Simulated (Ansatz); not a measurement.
# The valence band of K2CdSe2O6 as photoemission sees it

What would valence photoemission of K2CdSe2O6 look like, and what sets its shape?

Program: Ansatz 0.2.0. Level of theory: DFT, PBEsol, plane-wave PAW, default files, scalar-relativistic, in the first sound run; inputs show where later runs differ. Results are calculated unless marked as measured.

**1. Starting point**

It takes space group R-3m (No. 166, trigonal). The conventional cell has a = 5.698 Å, b = 5.698 Å, c = 18.949 Å, α = 90.00°, β = 90.00°, γ = 120.00°. Nearest to Cd lie 6 O at 2.32 Å. Se has 3 O at 1.69 Å nearest. K has 9 O at 2.82 to 3.05 Å nearest. Nearest to O lie 1 Se at 1.69 Å and 1 Cd at 2.32 Å and 3 K at 2.82 to 3.05 Å. Farther neighbours and most contacts between anions are not listed.

**2. Self-consistent run, DOS and bands**

First the ground state, then the DOS by atom and shell, which the cross sections turn into spectra. The DOS is taken on a denser mesh than the density.

Contents of input.yaml:

```yaml
crystal:
  lattice:
    - [2.84875, 1.6447265794, 6.3162]
    - [-2.84875, 1.6447265794, 6.3162]
    - [0.0, -3.2894531587, 6.3162]
  atoms:
    - { symbol: Cd, position: [0.0, 0.0, 0.0] }
    - { symbol: Se, position: [0.3760333333, 0.3760333333, 0.3760333333] }
    - { symbol: Se, position: [0.6239666667, 0.6239666667, 0.6239666667] }
    - { symbol: K, position: [0.1960733333, 0.1960733333, 0.1960733333] }
    - { symbol: K, position: [0.8039266667, 0.8039266667, 0.8039266667] }
    - { symbol: O, position: [0.25804, 0.25804, 0.72374] }
    - { symbol: O, position: [0.72374, 0.25804, 0.25804] }
    - { symbol: O, position: [0.25804, 0.72374, 0.25804] }
    - { symbol: O, position: [0.27626, 0.74196, 0.74196] }
    - { symbol: O, position: [0.74196, 0.74196, 0.27626] }
    - { symbol: O, position: [0.74196, 0.27626, 0.74196] }
kpoints:
  mp_grid: { grid: [6, 6, 6] }
  band_path:
    path:
      - [[0.0, 0.0, 0.0], [0.5, 0.5, 0.5], [0.788129, 0.211871, 0.5]]
      - [[0.5, -0.211871, 0.211871], [0.5, 0.0, 0.0], [0.0, 0.0, 0.0], [0.355936, -0.355936, 0.0]]
      - [[0.644064, 0.0, 0.355936], [0.5, 0.0, 0.5], [0.0, 0.0, 0.0]]
    npoints: 12
scf:
  occupations: { method: fermi_dirac, width: 0.02 }
  n_extra_bands: 26
hamiltonian:
  xc: pbesol
  pseudopotentials: { kind: paw }
output:
  forces: true
  stress: true
  dos:
    projected: true
    de: 0.05
    e_range: [-30, 12]
    nscf_kmesh: { grid: [8, 8, 8] }
  fatbands: true
```

Launch:

```console
$ ansatz run input.yaml --threads 2 --pin off --max-ram 6144MiB --backend cpu --events-out ev --progress --plain --runs-dir out
```

Numbers of over 12 decimals in the logs are rounded to 6 here.

The program printed:

```text
scf.n_extra_bands = 26 over 53 filled bands (N_el = 106.0): the run solves 79 bands
Engine: ansatz 0.2.0, aarch64-unknown-linux-gnu
Pseudopotentials: kind: paw
Pseudopotential: Cd, paw, valence charge 20, recommended cutoff 420 eV (normal), Cd.paw.azcp
Pseudopotential: Se, paw, valence charge 16, recommended cutoff 420 eV (normal), Se.paw.azcp
Pseudopotential: K, paw, valence charge 9, recommended cutoff 420 eV (normal), K.paw.azcp
Pseudopotential: O, paw, valence charge 6, recommended cutoff 420 eV (normal), O.paw.azcp
Functional definition: PBEsol
  exchange = pbesol_x
  correlation = pbesol_c
Crystal: 11 atoms, lattice volume = 177.564 Å³
Basis set: ecut = 420 eV, 3465 PW (Γ), exchange–correlation on 96×96×96 points (8 copies of the dense FFT grid, shifted against one another)
Bands: 79, of which v1, the nominal top of the filled ones, is band 53 counted from 1 (52 counted from 0)
Symmetry: 12 space group operations
Space group: R-3m (ITA 166), of the structure as read, at distance tolerance 5.6e-5 Å
k-points: 32 of 216
Non-local potential: Cd, projectors of the file, l = 0: 3, l = 1: 2, l = 2: 2, l = 3: 1
Non-local potential: Se, projectors of the file, l = 0: 2, l = 1: 2, l = 2: 3, l = 3: 1
Non-local potential: K, projectors of the file, l = 0: 3, l = 1: 2, l = 2: 2
Non-local potential: O, projectors of the file, l = 0: 2, l = 1: 2, l = 2: 1
PAW form: soft (Blöchl's): semilocal exchange-correlation on the pseudo side does not see the compensation charge
PAW frozen core: Cd, regenerated for the run's functional, and the local potential with it (the file was generated under x = pbe(κ = 0.804, μ = 0.219515), c = pbe(β = 0.066725))
PAW frozen core: Se, regenerated for the run's functional, and the local potential with it (the file was generated under x = pbe(κ = 0.804, μ = 0.219515), c = pbe(β = 0.066725))
PAW frozen core: K, regenerated for the run's functional, and the local potential with it (the file was generated under x = pbe(κ = 0.804, μ = 0.219515), c = pbe(β = 0.066725))
PAW frozen core: O, regenerated for the run's functional, and the local potential with it (the file was generated under x = pbe(κ = 0.804, μ = 0.219515), c = pbe(β = 0.066725))
PAW one-centre angular grid: Cd, 590 points (default); XC on 64 Gauss nodes
PAW one-centre angular grid: Se, 590 points (default); XC on 64 Gauss nodes
PAW one-centre angular grid: K, 110 points (default); XC on 64 Gauss nodes
PAW one-centre angular grid: O, 110 points (default); XC on 64 Gauss nodes
Initial density: superposition of atomic densities (neutral atoms: chi_scale 0, normalization atom), corrected by the library's trained network
Initial wavefunctions: pseudopotential atomic-orbital guess
Functional: x = pbesol(κ = 0.804, μ = 0.123457), c = pbesol(β = 0.046)
SCF iter   1: F=—  HF=-25428.828354 eV  |F-HF|=—  |Δ(HF+E_count)|=         —  Δρ=1.18e-2  dr2=2.12e-1  ethr=1.77e-3  ⟨swp⟩=6.1  Hψ=10818  notcnv=0  defer=254
preconditioner: auto → Resta (q_TF=auto, 2.504 Å⁻¹)  ε∞=3.1  [insulator: Δε(μ)=3.601 eV  Ē_g=16.477 eV  σ=0.020 eV  W_gap=1.00  n_scr=46 (ndim 8)  ℏωp=24.0 eV  f_vac=0.079  D(μ)=0.00/eV (n_scr^D=0)  ε∞_Penn≈3.1]
SCF iter   2: F=—  HF=-25428.779175 eV  |F-HF|=—  |Δ(HF+E_count)|=   4.92e-2  Δρ=3.01e-3  dr2=1.12e-2  ethr=2.00e-4  ⟨swp⟩=2.8  Hψ=4338  notcnv=0  defer=605
SCF iter   3: F=—  HF=-25428.777061 eV  |F-HF|=—  |Δ(HF+E_count)|=   2.11e-3  Δρ=1.01e-3  dr2=1.42e-3  ethr=1.05e-5  ⟨swp⟩=2.0  Hψ=3229  notcnv=0  defer=605
SCF iter   4: F=—  HF=-25428.777275 eV  |F-HF|=—  |Δ(HF+E_count)|=   2.14e-4  Δρ=2.88e-4  dr2=1.34e-4  ethr=1.34e-6  ⟨swp⟩=2.8  Hψ=3352  notcnv=0  defer=605
SCF iter   5: F=—  HF=-25428.777313 eV  |F-HF|=—  |Δ(HF+E_count)|=   3.81e-5  Δρ=7.35e-5  dr2=6.63e-6  ethr=1.27e-7  ⟨swp⟩=2.0  Hψ=3490  notcnv=0  defer=605
SCF iter   6: F=—  HF=-25428.777412 eV  |F-HF|=—  |Δ(HF+E_count)|=   9.92e-5  Δρ=2.09e-5  dr2=5.79e-7  ethr=6.26e-9  ⟨swp⟩=2.0  Hψ=3491  notcnv=0  defer=605
SCF iter   7: F=-25428.777413 eV  HF=-25428.777413 eV  |F-HF|=4.09e-8  |Δ(HF+E_count)|=   4.35e-7  Δρ=5.83e-6  dr2=5.80e-8  ethr=9.43e-11  ⟨swp⟩=10.8  Hψ=14167  notcnv=0
SCF 1 converged in 7 iterations: F = -25428.777413 eV  dr2 = 5.80e-8
  greatest PAW one-centre occupation: 1.000 electrons in one spin orbital (limit 2), on the Cd atom at site 0 (counted from 0), in its partial waves of l = 0
NSCF: frozen V_eff on 87 k-points
NSCF: frozen V_eff on 65 k-points
SCF converged after 7 iterations
Free energy (F): -25428.777413 eV
Harris-Foulkes:  -25428.777413 eV  (|F-HF|=4.09e-8)
Internal energy: -25428.777413 eV  (E = F + TS)
E sigma→0 (E₀):  -25428.777413 eV
Fermi energy:    7.543073 eV
--- Per-component energies (eV) ---
  E_band       = -1594.245398
  E_kinetic    = 2296.490533
  E_local      = -13305.730503  (includes V_loc(G=0)·N_el)
  E_nonlocal   = -812.553934
  E_hartree    = 5964.236588
  E_xc         = -1083.603726
  E_vxc        = -1302.253402  (∫ρ·V_xc dr)
  E_paw        = -10199.657511  (= ΣΔE_a)
  E_vpaw       = -398.693245  (= ΣTr[D̂ρ^β])
  E_aug_tail   = 0.013646  (compensation charges beyond the density's cutoff)
  E_ewald      = -8290.758865
  E_core_change = 2.786358  (= ΣΔE_core)
  E_smearing   = -0.000000  (= −TS)
  E_closure    = -0.000000  (closes the sum)
  Σ components = -25428.777413   (vs F -25428.777413, Δ=0.00e0)
--- Forces (eV/Å), atoms counted from 1 ---
  atom   1  Cd     0.00000000    -0.00000000    -0.00000000
  atom   2  Se     0.00000000    -0.00000000    -1.14180733
  atom   3  Se     0.00000000     0.00000000     1.14180733
  atom   4  K     -0.00000000     0.00000000     0.01536622
  atom   5  K     -0.00000000    -0.00000000    -0.01536622
  atom   6  O      0.00000000    -0.73275295     0.38178416
  atom   7  O      0.63458267     0.36637647     0.38178416
  atom   8  O     -0.63458267     0.36637647     0.38178416
  atom   9  O     -0.63458267    -0.36637647    -0.38178416
  atom  10  O      0.00000000     0.73275295    -0.38178416
  atom  11  O      0.63458267    -0.36637647    -0.38178416
  max |Σ_I F_I| component: 5.55e-17 eV/Å
--- Stress (GPa, compression-positive) ---
        2.143185       0.000000       0.000000
        0.000000       2.143185      -0.000000
        0.000000      -0.000000       0.907144
  P = ⅓ Tr σ = 1.7312 GPa (17.312 kbar)
--- Band table (eV; the first three rows and the last of 32) ---
  k-point 0: bands = [... 49 lower, 5.2612, 5.2612, 5.2861, 5.3071, 9.3716, 10.3404, 10.3404, 10.9589, ... 22 higher]
  k-point 1: bands = [... 49 lower, 5.0580, 5.1735, 5.2742, 5.4332, 9.6718, 10.3349, 10.3523, 11.2760, ... 22 higher]
  k-point 2: bands = [... 49 lower, 4.9920, 5.0954, 5.2755, 5.5691, 10.0244, 10.3719, 10.8456, 11.7550, ... 22 higher]
  k-point 31: bands = [... 49 lower, 5.1564, 5.1759, 5.2595, 5.3832, 9.7302, 10.3087, 10.5264, 10.5264, ... 22 higher]
```

Wall time 57 s (2 threads of Arm Neoverse V2, shared host); peak memory 0.86 GiB; 1.9 min of CPU time.

The column dr2 measures how far the density is from self-consistency, as an energy; F and HF (Harris–Foulkes) agree once it is small.

This step gave:

- free energy: -25428.7774 eV
- Fermi energy: 7.543 eV
- symmetry operations: 12
- pressure: 1.731 GPa
- gap on the k-mesh: 3.723 eV
- zero of energy: valence-band maximum
- share of occupied states in no projected shell: 0.0097 of the occupied states in the window
- gap on the path: 3.722 eV
- least direct gap on the path: 4.064 eV
- valence top on path: 0.0014 eV

The electronic bands at the labelled points (eV, zero at the valence-band maximum; v1 is the highest filled band, c1 the lowest empty one):

```tsv
point	v4	v3	v2	v1	c1	c2	c3	c4
Γ	-0.39	-0.39	-0.36	-0.34	3.72	4.69	4.69	5.31
halfway	-0.44	-0.44	-0.36	-0.31	3.88	4.78	4.78	5.01
T	-0.49	-0.47	-0.39	-0.27	4.08	4.66	4.88	4.88
halfway	-0.59	-0.51	-0.46	-0.16	4.48	4.94	5.09	5.48
H2	-0.79	-0.72	-0.36	-0.01	4.36	5.39	5.72	6.37
jump to H0	-0.79	-0.72	-0.36	-0.01	4.36	5.39	5.72	6.37
halfway	-0.76	-0.69	-0.41	0.00	4.33	5.25	5.61	6.37
L	-0.70	-0.47	-0.37	-0.02	4.51	4.76	5.55	6.36
halfway	-0.65	-0.58	-0.37	-0.14	4.24	4.70	4.88	5.91
Γ	-0.39	-0.39	-0.36	-0.34	3.72	4.69	4.69	5.31
halfway	-0.63	-0.58	-0.49	-0.10	4.27	4.81	5.03	6.20
S0	-0.80	-0.74	-0.37	0.00	4.33	5.46	5.68	6.40
jump to S2	-0.80	-0.74	-0.37	0.00	4.33	5.46	5.68	6.40
halfway	-0.75	-0.49	-0.37	-0.04	4.39	5.12	5.68	6.33
F	-0.71	-0.37	-0.31	-0.08	4.46	4.92	5.60	6.30
halfway	-0.60	-0.56	-0.34	-0.17	4.26	4.75	4.90	5.79
Γ	-0.39	-0.39	-0.36	-0.34	3.72	4.69	4.69	5.31
```

Of the projections kept (Cd s, Cd d, Se s, Se p, K s, K p, O s, O p, not projected), the largest for each band there; the rest of the weight can lie on other orbitals:

```tsv
point	v4	v3	v2	v1	c1	c2	c3	c4
Γ	O p 0.87	O p 0.87	O p 0.74	O p 0.99	Cd s 0.48	Se p 0.48	Se p 0.48	Se p 0.33
T	O p 0.87	O p 0.99	O p 0.99	O p 0.68	Cd s 0.56	K s 0.26	Se p 0.51	Se p 0.51
H2	O p 0.96	O p 0.91	O p 0.71	O p 0.75	Se p 0.35	Se p 0.45	Se p 0.41	Cd s 0.42
H0	O p 0.96	O p 0.91	O p 0.71	O p 0.75	Se p 0.35	Se p 0.45	Se p 0.41	Cd s 0.42
L	O p 0.99	O p 0.68	O p 0.89	O p 0.75	Se p 0.28	Se p 0.47	Se p 0.42	Cd s 0.28
Γ	O p 0.87	O p 0.87	O p 0.74	O p 0.99	Cd s 0.48	Se p 0.48	Se p 0.48	Se p 0.33
```

The DOS has structure finer than the step of the table below, so its rows give means over 1 eV, whole bins alone (the curve runs from -28.1 to 12.8 eV). Peaks (eV: height): total -27.8: 36.9, -20.1: 25.4, -17.3: 47.8, -11.5: 31.7; O 2p -4.7: 10.5, -1.9: 21.4, -0.7: 16.4, -0.5: 14.3; K 3p -11.5: 30.5, -11.2: 21.1; Cd 4d -6.4: 17.4, -6.0: 20.1; Se 4p -17.3: 7.45, -4.7: 4.04, 4.8: 2.99, 6.2: 2.94.

* holds the states left over by the projection beside any projected weight of its own, shared among the starred shells. DOS against E, zero at the valence-band maximum; means over each step; 7 of 12 lines; values in states/eV/cell:

```tsv
E (eV)	total	O 2p	K 3p	Cd 4d	Se 4p	O 2s	Se 4s
-21	0	0	0	0	0	0	0
-20	4.00	0.311	0.00272	0.00662	0.136	2.09	1.31
-19	0	0	0	0	0	0	0
-18	0.463	0.00731	0.00117	3.7e-4	0.0714	0.357	3.2e-4
-17	7.54	0.137	0.0127	0.0309	1.17	6.07	0.00143
-16	0	0	0	0	0	0	0
-15	0	0	0	0	0	0	0
-14	0	0	0	0	0	0	0
-13	0	0	0	0	0	0	0
-12	4.14	0.0913	3.94	0.00215	0.0159	0.0301	0.0455
-11	7.86	0.0839	7.68	0.00243	0.0177	0.0254	0.0292
-10	4.00	0.836	0.196	0.0928	0.129	1.32	1.35
-9	1.2e-4	2.3e-5	0	0	0	4.2e-5	4.2e-5
-8	0	0	0	0	0	0	0
-7	0.745	0.150	0	0.510	0.0687	0.00529	0.00565
-6	10.1	1.61	0	7.43	0.684	0.101	0.0682
-5	7.51	4.06	0	0.910	1.65	0.524	0.0385
-4	3.70	1.87	0	0.486	0.918	0.293	0.0386
-3	1.95	1.51	0	0.0441	0.118	0.0634	0.00437
-2	9.25	8.57	0	0.104	0.119	0.0401	0.00524
-1	8.02	7.26	0	0.201	0.226	0.0225	0.0765
0	4.77	3.74	0	0.165	0.361	0.00438	0.289
1	0	0	0	0	0	0	0
2	0	0	0	0	0	0	0
3	0	0	0	0	0	0	0
4	1.80	0.433	0	6.2e-4	0.522	0.202	0.00310
5	3.77	1.05	0	7.5e-4	1.57	0.219	0.0377
6	3.98	1.05	0	0.00351	1.32	0.208	0.220
7	4.43	1.20	0	0.00454	1.48	0.173	0.306
8	3.70	0.302	0	6.2e-4	0.212	0.0516	0.0511
9	9.28	0.362	0	0.00154	0.299	0.0334	0.0268
10	8.20	0.345	0	0.00124	0.271	0.0308	0.0250
11	7.33	0.137	0	3.0e-4	0.0818	0.0118	0.0182
12	5.06	0.0909	0	2.2e-4	0.0566	0.00831	0.0142
```

This run's widths, added to any smearing of the DOS itself: Gaussian 0.6 eV, Lorentzian 0.1 eV plus 0.08 an eV of depth. The intensity by binding energy, zero at the valence-band maximum; values in % of the maximum within 13 eV:

```tsv
binding energy (eV)	21.2 eV	40.8 eV	400 eV	1486.7 eV	5414.7 eV
-1	2.07	2.22	1.20	0.817	1.28
0	42.8	40.9	14.2	8.82	20.6
1	69.6	70.1	20.0	8.23	11.4
2	84.9	85.7	22.5	7.37	8.50
3	23.1	23.1	10.2	6.60	10.4
4	33.1	31.3	23.5	20.0	27.5
5	50.1	52.6	41.3	36.0	46.2
6	30.5	80.1	94.4	94.2	95.0
7	9.66	25.1	30.3	29.6	30.7
8	2.14	5.51	8.64	7.36	10.2
9	-	5.59	12.8	9.98	22.0
10	-	10.2	28.9	21.3	50.6
11	-	7.01	58.3	29.5	31.6
12	-	4.89	43.5	21.6	21.4
13	-	1.75	10.9	5.95	7.26
14	-	1.31	6.06	3.71	5.57
15	-	1.60	6.25	4.17	7.08
16	-	3.19	11.7	8.11	14.3
17	-	8.98	32.6	22.6	39.5
18	-	6.91	25.0	17.6	32.3
19	-	3.68	12.8	9.88	22.8
20	-	4.76	15.9	13.3	36.3
21	-	2.64	9.01	7.63	20.9
22	-	1.12	4.20	3.64	9.76
23	-	0.625	2.85	2.63	7.20
24	-	0.416	2.62	2.66	7.65
25	-	0.304	3.20	3.57	10.8
26	-	0.237	5.28	6.32	19.9
27	-	-	10.9	13.5	43.1
28	-	-	10.3	12.9	41.4
```

Maxima picked by a test of local sharpness, so broad peaks and shoulders can be missing; peaks within 0.45 eV of a curve's cut are left out. Valence peaks, by row:

```tsv
photon energy (eV)	binding energy (eV)	height (% of the maximum within 13 eV)	main shell	its share (%)
21.2	4.7	56.3	O 2p	66.01
21.2	1.9	87.53	O 2p	97.25
21.2	0.6005	100	O 2p	94.18
40.8	17.35	10.17	O 2s	84.48
40.8	11.35	7.821	K 3p	64.41
40.8	9.8	10.91	O 2p	50
40.8	6.15	84.08	Cd 4d	81.57
40.8	4.75	55.63	O 2p	67.12
40.8	1.9	88.31	O 2p	97.03
40.8	0.6005	100	O 2p	94.8
400	27.6	14.24	K 3s	96.36
400	20	15.92	O 2s	75.12
400	17.35	36.95	O 2s	90.38
400	11.4	73.15	K 3p	94.71
400	6.15	100	Cd 4d	91.68
400	4.85	41.68	Cd 4d	50.96
400	1.9	23.02	O 2p	78.49
400	0.5505	30.11	O 2p	66
1487	27.6	17.8	K 3s	97.83
1487	20.05	13.34	O 2s	57.78
1487	17.35	25.66	O 2s	84.06
1487	11.4	36.12	K 3p	90.48
1487	9.85	21.8	Se 4s	34.38
1487	6.15	100	Cd 4d	94.14
1487	1.95	7.415	Cd 4d	40.65
1487	0.4505	15.07	Cd 4d	41.35
5415	27.6	57.15	K 3s	98.58
5415	20.05	36.52	Se 4s	57.13
5415	17.35	45	O 2s	79.85
5415	11.35	35	K 3p	73.8
5415	9.8	54.41	Se 4s	66.4
5415	6.15	100	Cd 4d	87.41
5415	4.85	46.64	Cd 4d	43.42
5415	0.3505	29.08	Se 4s	56.47
```

The intensity has structure finer than the step of the table below, so its rows give means over 1 eV, whole bins alone (the curve runs from -28.1 to 1.42 eV). Peaks (eV: height): Se K-beta valence -17.4: 34.7, -4.8: 100.0; Se K-beta valence, E along x -17.4: 48.8, -4.8: 85.0; Se K-beta valence, E along y -17.4: 48.8, -4.8: 85.0; Se K-beta valence, E along z -4.7: 130; Se L3-N1 -20.1: 66.3, -9.8: 99.9, -0.3: 40.6.

Shapes are the site's partial DOS without matrix elements, which overweights lines from ligand s bands. The intensity by emission energy less the core level's binding energy, zero at the valence-band maximum; means over each step; 7 of 9 lines; values in % of the unpolarised maximum:

```tsv
emission energy less the core level's binding energy (eV)	Se K-beta valence	Se K-beta valence, E along x	Se K-beta valence, E along y	Se K-beta valence, E along z	Se L3-N1	O K	O K, E along x
-27	2.00	2.14	2.14	1.72	2.63	0.0610	0.0659
-26	2.39	2.58	2.58	2.03	3.48	0.0664	0.0731
-25	2.95	3.18	3.18	2.49	4.85	0.0796	0.0889
-24	3.77	4.03	4.03	3.23	7.26	0.104	0.118
-23	5.04	5.32	5.32	4.47	12.0	0.151	0.175
-22	7.11	7.35	7.35	6.62	22.7	0.269	0.316
-21	10.4	10.8	10.8	9.69	46.1	0.639	0.766
-20	15.1	16.9	16.9	11.4	63.2	1.05	1.27
-19	21.9	28.0	28.0	9.69	40.5	0.629	0.728
-18	31.1	43.0	43.0	7.32	20.4	0.595	0.615
-17	33.0	46.5	46.5	6.06	12.0	0.637	0.634
-16	24.2	33.4	33.4	5.76	8.59	0.342	0.354
-15	15.9	20.8	20.8	6.18	7.50	0.269	0.288
-14	11.7	13.9	13.9	7.34	8.15	0.301	0.327
-13	10.3	10.6	10.6	9.58	11.4	0.444	0.485
-12	10.7	9.32	9.32	13.4	20.6	1.04	1.12
-11	12.5	9.25	9.25	19.1	43.3	1.71	1.97
-10	15.6	10.4	10.4	25.9	89.3	4.28	5.36
-9	19.2	13.5	13.5	30.6	61.1	2.48	3.02
-8	27.2	20.6	20.6	40.4	23.9	1.68	1.89
-7	45.8	35.6	35.6	66.1	14.6	5.25	5.88
-6	74.0	59.4	59.4	103	13.4	13.8	15.3
-5	96.7	81.5	81.5	127	11.1	28.9	32.8
-4	86.7	69.5	69.5	121	9.32	20.3	19.7
-3	57.8	42.0	42.0	89.3	6.76	20.2	14.6
-2	41.3	27.0	27.0	70.0	7.90	68.2	71.8
-1	37.0	17.6	17.6	76.0	22.1	66.6	69.9
0	30.9	11.0	11.0	70.7	32.4	38.2	23.4
```

Sums over each group's atoms; left-over states aren't shared out by site. Site centres, by row:

```tsv
group	element	shell	occupied states	centre of occupied part (eV)	centre up to the window's top (eV)
Cd1	Cd	5s	0.5677	-6.46	2.399
Cd1	Cd	4d	9.983	-5.785	-5.768
Se2	Se	4s	3.258	-12.68	-9.153
Se2	Se	4p	5.682	-7.6	-0.5175
K4	K	3s	3.96	-27.79	-27.79
K4	K	4s	0.5777	-8.892	5.645
K4	K	3p	11.84	-11.39	-11.39
O6	O	2s	10.94	-15.68	-13.96
O6	O	2p	30.23	-2.836	-1.473
```

Shapes are the site's partial DOS without matrix elements, which overweights lines from ligand s bands. Emission peaks, by row:

```tsv
line	energy (eV)	height (%)
Se K-beta valence	-17.35	34.68
Se K-beta valence	-4.75	100
Se K-beta valence, E along x	-17.35	48.86
Se K-beta valence, E along x	-4.75	85
Se K-beta valence, E along y	-17.35	48.86
Se K-beta valence, E along y	-4.75	85
Se K-beta valence, E along z	-4.65	130.1
Se K-beta valence, E along z	-0.5505	80.44
Se L3-N1	-20.1	66.39
Se L3-N1	-9.8	100
Se L3-N1	-0.3005	40.59
O K	-9.8	5.441
O K	-4.7	36.87
O K	-1.9	86.44
O K	-0.6005	100
O K, E along x	-9.8	6.85
O K, E along x	-6.2	15.21
O K, E along x	-4.75	41.57
O K, E along x	-1.9	97.2
O K, E along x	-0.6505	104.9
O K, E along y	-9.8	6.85
O K, E along y	-6.2	15.21
O K, E along y	-4.75	41.57
O K, E along y	-1.9	97.2
O K, E along y	-0.6505	104.9
O K, E along z	-4.6	28.53
O K, E along z	-1.85	64.99
O K, E along z	-0.4005	118.7
```

Table of broadened DOS, unweighted empty DOS by E, zero at the valence-band maximum; read off at these points:

```tsv
E (eV)	broadened DOS, unweighted empty DOS (states/eV/cell)
3.0	3.3e-4
3.5	0.0604
4.0	1.31
4.5	3.74
5.0	4.25
5.5	3.29
6.0	3.54
6.5	5.36
7.0	4.89
7.5	2.56
8.0	4.32
8.5	6.64
9.0	9.18
9.5	9.48
10.0	7.53
10.5	7.70
11.0	7.42
11.5	6.11
12.0	4.99
```

The spectra weight each projected shell by its atomic cross section (Dirac–Hartree–Slater) and angular factor, for linear light with the analyser at 0° from the polarisation. Broadening, on top of any smearing of the DOS itself: a Gaussian of 0.6 eV and a Lorentzian of 0.1 eV plus 0.08 times the binding energy (full widths), Fermi edge at 77 K. Curves are cut 10 eV under the photon energy, above any shell that the free atom's threshold puts out of reach, or at the lower edge of the window: 8.8 eV at 21.2 eV, 26.8 eV at 40.8 eV, 28.1 eV at 400 eV, 28.1 eV at 1486.7 eV and 28.1 eV at 5414.7 eV. A star in tables and legends marks shells that hold the states left over by the projection (1.0 % of the filled ones), a stand-in for orbitals that the files don't project on. Dipole terms alone, which is rough above 3 keV; no background, satellites or final-state effects.

Share of each shell in the spectrum's area (%), by photon energy:

```tsv
shell	21.2 eV	40.8 eV	400 eV	1486.7 eV	5414.7 eV
Cd 4d	4.8	26.0	29.2	39.7	22.9
Se 4s	0.0	0.4	3.1	7.0	20.8
Se 4p	13.7	1.1	3.7	6.9	8.2
K 3s	0.0	0.0	5.2	8.7	17.5
K 3p	0.0	2.0	23.5	14.7	7.2
O 2s	0.0	7.3	23.8	20.4	21.1
O 2p	81.4	63.1	11.2	1.9	0.4
```

At this level the gap is 3.72 eV on the path.

(Part 1 of 3 ends here.)

[Logs are printed without paths, hosts, clocks, repeated set-up lines and the standing remarks that a program may print on its own settings, such as how far it seeks lower states.]

[Hosts, paths, dates, database ids (printed as entryN), source tags and the programs' standing remarks are cut or masked in the printed files.]

[Maps of the electrostatic potential energy from Ansatz leave out the sawtooth potential of an applied field or a dipole correction, so their vacuum need not be flat; work functions include it.]

[Peak lists hold at most the 14 tallest peaks of each spectrum; further lines can be left out.]
